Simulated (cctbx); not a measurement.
# What is wrong with this refinement?

Cell a = 8.3790 Å, b = 8.3790 Å, c = 8.3790 Å, α = 90.00°, β = 90.00°, γ = 90.00°; space group I-43d (no. 220). The compound is Tm4V3.

The data are simulated with cctbx, not measured: Mo Kα, λ = 0.71073 Å, to d = 0.65 Å, 50 % of the full sphere, strongest reflection 5000 counts, noise from counting, a 3 % proportional error and a noise floor of 4 counts (s.d.); no absorption, and some extinction, which the refinements don't model.

An anisotropic refinement with weights 1/σ² prints:

```text
Rint 0.025, 7 unique reflections to 2.09 A
cycle     R1     wR2    GooF  max shift (A)
   1  0.0070  0.0128   1.717   0.00905
   2  0.0028  0.0077   1.038   0.00007
final R1 0.0028 wR2 0.0077 GooF 1.038  parameters 5  data/parameter 1.4
atom        x        y        z      Ueq    occ   su(xyz)  su(Uiso or U11)
Tm1    0.07129  0.57129  0.92871  -0.0304  1.000  0.00205  0.0884  NPD
V1     0.75000  0.37500  0.50000   0.0243  1.000  0.00000  0.0370
difference map: max 0.01 min -0.01 rms 0.00
Q1    0.0000  0.2500  0.3750   12    0.01  2.30 A from Tm1
Q2    0.0991  0.0991  0.0991   16    0.01  1.16 A from Tm1
Q3    0.0000  0.2500  0.8750   12    0.01  0.00 A from V1
```

**Question.** Can this result stand? If not, what is the likely fault?

Mend it. The fault: data cut at low resolution. Against the right model at the same level, R1 goes from 0.0083 to 0.0028 and GooF from 0.97 to 1.04 and Tm1 goes non-positive-definite. The atoms are right, but there are too few data for the parameters: R1 flatters and the s.u.s grow. Data per parameter fall from 38.4 to 1.4.

The compound is Tm4V3. The right model at the same level gives:

```text
Rint 0.037, 192 unique reflections to 0.65 A
cycle     R1     wR2    GooF  max shift (A)
   1  0.0109  0.0245   1.324   0.00002
   2  0.0083  0.0180   0.970   0.00000
final R1 0.0083 wR2 0.0180 GooF 0.970  parameters 5  data/parameter 38.4
atom        x        y        z      Ueq    occ   su(xyz)  su(Uiso or U11)
Tm1    0.07191  0.57191  0.92809   0.0023  1.000  0.00001  0.0001
V1     0.75000  0.37500  0.50000   0.0035  1.000  0.00000  0.0002
Flack x: -0.08(4)
Hooft y: -0.029(30)  Bijvoet pairs: 80
difference map: max 1.06 min -0.70 rms 0.23
Q1    0.0000  0.2500  0.3333   24    1.06  2.07 A from Tm1
Q2    0.0000  0.2500  0.1647   24    0.90  1.61 A from Tm1
Q3    0.0000  0.2500  0.0807   24    0.89  1.72 A from V1
Q4    0.9928  0.1510  0.0496   48    0.81  1.68 A from V1
Q5    0.0599  0.4222  0.3739   48    0.74  1.34 A from V1
Q6    0.0000  0.2500  0.8262   24    0.66  0.41 A from V1
```

The model was made for the exercise: a known structure type with other elements put in, its volume estimated, not relaxed; displacement parameters are assumed.

[Middle refinement cycles are left out of these outputs.]

[Logs are printed without paths, hosts, clocks, repeated set-up lines and the standing remarks that a program may print on its own settings, such as how far it seeks lower states.]
